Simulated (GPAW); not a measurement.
# Surface energy and work function of Ca(100) from slabs of 4 to 14 layers (RPBE)

How do energy and work function of Ca(100) films settle with thickness, and what surface energy follows?

**Method.** GPAW 26.7.0, plane waves at 450 eV with PAW setups; symmetric 1×1 slabs cut at the tabulated lattice constant (two decimals; low-temperature values for the alkali metals), atoms at bulk places, 7.5 Å of vacuum on each side, one in-plane mesh for all thicknesses, Fermi-Dirac smearing of 0.1 eV. Energies are extrapolated to zero smearing and count from the program's reference atoms. Functional RPBE. The cell's area is 15.568 Å².

What came out, but for one run:

```
layers  energy (eV)  work function (eV)
     4      −6.5762                2.71
     5      −8.4208                2.71
     6     −10.2681                2.71
     7     −12.1124                2.71
     8     −13.9567                2.71
     9     −15.8034                2.71
    10     −17.6486                2.71
    11     −19.4938                2.71
    12     −21.3387                2.71
    14            ?                   ?
```

To predict: What surface energy do these runs give, and what energy and work function should the 14-layer slab have?

**Working.** A slab of n layers has E(n) = nε + 2Aγ once its middle is bulk-like. A line through n = 6 to 12 has the slope ε = −1.8452 eV a layer and the intercept 2Aγ = 0.8040 eV (r.m.s. residual 0.6 meV). So γ = 0.8040 / (2 × 15.568 Å²) = 0.0258 eV/Å² = 0.41 J/m², with a standard error of under 0.01 J/m² from the scatter about the line. For 14 layers: 0.8040 + 14 × (−1.8452) = −25.029 eV; the run gives −25.029 eV, 0.1 meV under the line. The work function has no such law: from 6 to 12 layers it stays at 2.71 eV, and the 14-layer slab gives 2.71 eV. The thinnest slab, 4 layers, lies 0.00 eV from that mean.

**Limits.** The surfaces are unrelaxed, so γ is an upper bound for this functional and lattice constant. The tabulated lattice constant isn't the functional's own, which strains the slab a little.

[Logs are printed without paths, hosts, clocks, repeated set-up lines and the standing remarks that a program may print on its own settings, such as how far it seeks lower states.]
